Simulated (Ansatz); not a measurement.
# GaP wire along [110], 6 atoms a period, H-terminated: bands by functional and under strain, part 3 of 3

Wanted: the relaxed geometry and the bands of the GaP wire along [110], 6 atoms a period, H-terminated.

Ansatz 0.2.0; DFT PBE, plane waves, PAW; relaxation of a wire's period; PAW set soft_1 (the session's first sound run).

So far, band gap (eV): step 3 (the perfect wire, PBE) 1.23; step 4 (levels at the same atoms, cutoff 500 eV, k-mesh 1×1×15, r2SCAN PBE) 1.48; step 5 (another level of theory, level HSE06, cutoff 420 eV, HSE06 PBE) 2.12; step 6 (with spin-orbit coupling, k-mesh 1×1×13, PBE spin-orbit) 1.23.

## Step 8: Strain along the wire, period over the relaxed period 0.94, k-mesh 1×1×16 (continued)

Level of this step: DFT PBE, plane waves, PAW; relaxation at a fixed period; PAW set soft_1 (Ansatz).

Step by step:

```tsv
step	energy less that of the first step (eV)	largest force component (eV/Å)
1	0.0000	1.0980
2	-0.1272	0.5863
3	-0.1422	0.0470
4	-0.1435	0.0188
```

Forces are held to the 4 operations that the run works with; a distortion that breaks them can't arise in this run.

The atoms that moved most (Å):

```tsv
atom	dx	dy	dz	length
H3	0.096	0.000	-0.025	0.099
H11	0.096	0.000	0.025	0.099
H10	-0.046	0.000	-0.048	0.067
H4	-0.046	0.000	0.048	0.067
H13	-0.062	-0.012	0.000	0.063
H1	-0.062	0.012	0.000	0.063
Ga2	-0.041	-0.007	0.000	0.042
Ga14	-0.041	0.007	0.000	0.042
```

Final coordinates:

```xyz
14
Lattice="12.6700 0.0000 0.0000 0.0000 13.2760 0.0000 0.0000 0.0000 3.8939" Properties=species:S:1:pos:R:3
H     4.5780    3.3211    0.0000
Ga    5.5840    4.5153    0.0000
H     9.3556    6.6381    0.6701
H     3.4387    6.6381    1.0439
P     6.9255    8.4626    1.9469
P     6.9255    4.8137    1.9469
H     7.7035    9.6562    1.9469
H     7.7035    3.6201    1.9469
Ga    8.5187    6.6381    1.9469
H     3.4387    6.6381    2.8500
H     9.3556    6.6381    3.2238
P     4.3969    6.6381    0.0000
H     4.5780    9.9552    0.0000
Ga    5.5840    8.7610    0.0000
```

Numbers from this step:

* band gap: 0.9058 eV

The electronic bands at the labelled points (eV, zero at the Fermi level):

```tsv
point	band 28	band 29	band 30	band 31	band 32	band 33	band 34	band 35
Γ	-3.27	-3.07	-2.80	-0.44	0.59	0.75	1.27	1.45
halfway	-4.11	-3.86	-3.35	-2.16	1.17	1.84	1.87	2.05
Z	-4.23	-3.73	-3.72	-3.07	0.47	1.73	1.93	2.01
```

The gap is 0.906 eV, against 1.23 eV under PBE at the relaxed period.

## Step 9: Strain along the wire, period over the relaxed period 1.06, k-mesh 1×1×14

The period is set to 1.06 times the relaxed one and the atoms relax within it: strain changes bond lengths and angles, which shifts the bands against each other. Against the first PBE run of this kind, the mesh along the wire has 14 points against 20.

The cell differs from the one that the last finished run ended in (c 3.894 → 4.391 Å).

input.yaml reads:

```yaml
crystal:
  lattice:
    - [12.67, 0.0, 0.0]
    - [0.0, 13.276, 0.0]
    - [0.0, 0.0, 4.3909493147]
  atoms:
    - { symbol: H, position: [0.366198005, 0.249268284, 0.0] }
    - { symbol: Ga, position: [0.443982474, 0.340654184, 0.0] }
    - { symbol: H, position: [0.730866364, 0.50001083, 0.178416843] }
    - { symbol: H, position: [0.275040299, 0.50001083, 0.255741539] }
    - { symbol: P, position: [0.543507172, 0.63756882, 0.5] }
    - { symbol: P, position: [0.543507172, 0.36245284, 0.5] }
    - { symbol: H, position: [0.606705605, 0.726385207, 0.5] }
    - { symbol: H, position: [0.606705605, 0.273636453, 0.5] }
    - { symbol: Ga, position: [0.670105516, 0.50001083, 0.5] }
    - { symbol: H, position: [0.275040299, 0.50001083, 0.744258461] }
    - { symbol: H, position: [0.730866364, 0.50001083, 0.821583157] }
    - { symbol: P, position: [0.349627115, 0.50001083, 0.0] }
    - { symbol: H, position: [0.366198005, 0.750753376, 0.0] }
    - { symbol: Ga, position: [0.443982474, 0.659367476, 0.0] }
kpoints:
  mp_grid: { grid: [1, 1, 14] }
  band_path: { path: ["Γ", Z], npoints: 90 }
scf:
  occupations: { method: fermi_dirac, width: 0.05 }
hamiltonian:
  xc: pbe
  pseudopotentials: { kind: paw, azcp: { folder: soft_1 } }
relax:
  max_steps: 40
  f_tol: 0.02
output:
  stress: true
```

The run is started by

```
$ ansatz run input.yaml --threads 4 --pin off --max-ram 16384MiB --backend cpu --events-out ev --progress --plain --runs-dir out
```

Numbers of over 12 decimals in the logs are rounded to 6 here.

Output:

```text
[...]
Crystal: 14 atoms, lattice volume = 738.588 Å³
Basis set: ecut = 420 eV, 14469 PW (Γ), exchange–correlation on 180×180×60 points (8 copies of the dense FFT grid, shifted against one another)
Bands: 45, of which v1, the nominal top of the filled ones, is band 31 counted from 1 (30 counted from 0)
Symmetry: 4 space group operations
[...]
- { symbol: H, position: [0.605190, 0.725765, 0.5] }
    - { symbol: H, position: [0.605190, 0.274256, 0.5] }
    - { symbol: Ga, position: [0.666979, 0.50001083, 0.5] }
    - { symbol: H, position: [0.278145, 0.50001083, 0.757120] }
    - { symbol: H, position: [0.725750, 0.50001083, 0.809414] }
    - { symbol: P, position: [0.352287, 0.50001083, 0] }
    - { symbol: H, position: [0.370571, 0.752355, 0] }
    - { symbol: Ga, position: [0.446497, 0.659319, 0] }
[key lines of the parts left out:]
SCF converged after 2 iterations
Free energy (F): -13743.008058 eV
Fermi energy:    -2.139841 eV
P = ⅓ Tr σ = -0.4001 GPa (-4.001 kbar)
```

Elapsed: 73 s, on 4 threads of Arm Neoverse V1, shared host; peak memory 2 GiB; 4.7 min of CPU time.

Relaxation path:

```tsv
step	energy less that of the first step (eV)	largest force component (eV/Å)
1	0.0000	0.7963
2	-0.0939	0.6105
3	-0.1139	0.0920
4	-0.1149	0.0086
5	-0.1149	0.0086
```

Forces are held to the 4 operations that the run works with; a distortion that breaks them can't arise in this run.

The atoms that moved most (Å):

```tsv
atom	dx	dy	dz	length
H11	-0.065	0.000	-0.053	0.084
H3	-0.065	0.000	0.053	0.084
H10	0.039	0.000	0.056	0.069
H4	0.039	0.000	-0.056	0.069
H13	0.055	0.021	0.000	0.059
H1	0.055	-0.021	0.000	0.059
P6	-0.040	-0.006	0.000	0.040
P5	-0.040	0.006	0.000	0.040
```

Final coordinates:

```xyz
14
Lattice="12.6700 0.0000 0.0000 0.0000 13.2760 0.0000 0.0000 0.0000 4.3909" Properties=species:S:1:pos:R:3
H     4.6951    3.2880    0.0000
Ga    5.6571    4.5232    0.0000
H     9.1952    6.6381    0.8369
H     3.5241    6.6381    1.0665
P     6.8466    8.4701    2.1955
P     6.8466    4.8062    2.1955
H     7.6678    9.6353    2.1955
H     7.6678    3.6410    2.1955
Ga    8.4506    6.6381    2.1955
H     3.5241    6.6381    3.3245
H     9.1952    6.6381    3.5541
P     4.4635    6.6381    0.0000
H     4.6951    9.9883    0.0000
Ga    5.6571    8.7531    0.0000
```

This step gave:

```yaml
band_gap: 1.297 eV
```

Electronic bands along the path, in eV, zero at the Fermi level:

```tsv
point	band 28	band 29	band 30	band 31	band 32	band 33	band 34	band 35
Γ	-2.29	-1.93	-1.82	-0.64	0.66	0.66	2.32	2.71
halfway	-2.73	-2.67	-1.99	-1.31	2.38	2.65	2.67	2.99
Z	-2.78	-2.65	-2.34	-1.86	2.01	2.92	3.26	3.27
```

The gap is 1.30 eV, against 1.23 eV under PBE at the relaxed period.

## Step 10: Outcome

```json
{"cell length, PBE": "4.142 Å", "gap, PBE": "1.23 eV", "gap, r2SCAN": "1.48 eV", "gap, HSE06": "2.12 eV", "gap, with spin-orbit coupling": "1.23 eV", "gap, period scaled by 0.94": "0.906 eV", "gap, period scaled by 1.06": "1.30 eV"}
```

What this shows: Under PBE the cell's length is 4.14 Å, and a gap of 1.23 eV makes it a semiconductor. At the relaxed period the wire is gapped under every functional, from 1.23 eV (PBE) to 2.12 eV (HSE06). Weak screening in one dimension makes quasiparticle gaps larger than the semilocal gaps, as a rule. Strain matters: under PBE the gap goes from 1.23 eV to 0.906 eV at 0.94 times the period and 1.30 eV at 1.06 times the period. Plain hydrogen on a compound's surface is a simple closure: it may leave surface states, and facets that end in unlike atoms put a field across the wire, both of which shrink the gap. A hybrid's gap is read on a coarse mesh, without a band path.

[Logs are printed without paths, hosts, clocks, repeated set-up lines and the standing remarks that a program may print on its own settings, such as how far it seeks lower states.]

[Hosts, paths, dates, database ids (printed as entryN), source tags and the programs' standing remarks are cut or masked in the printed files.]
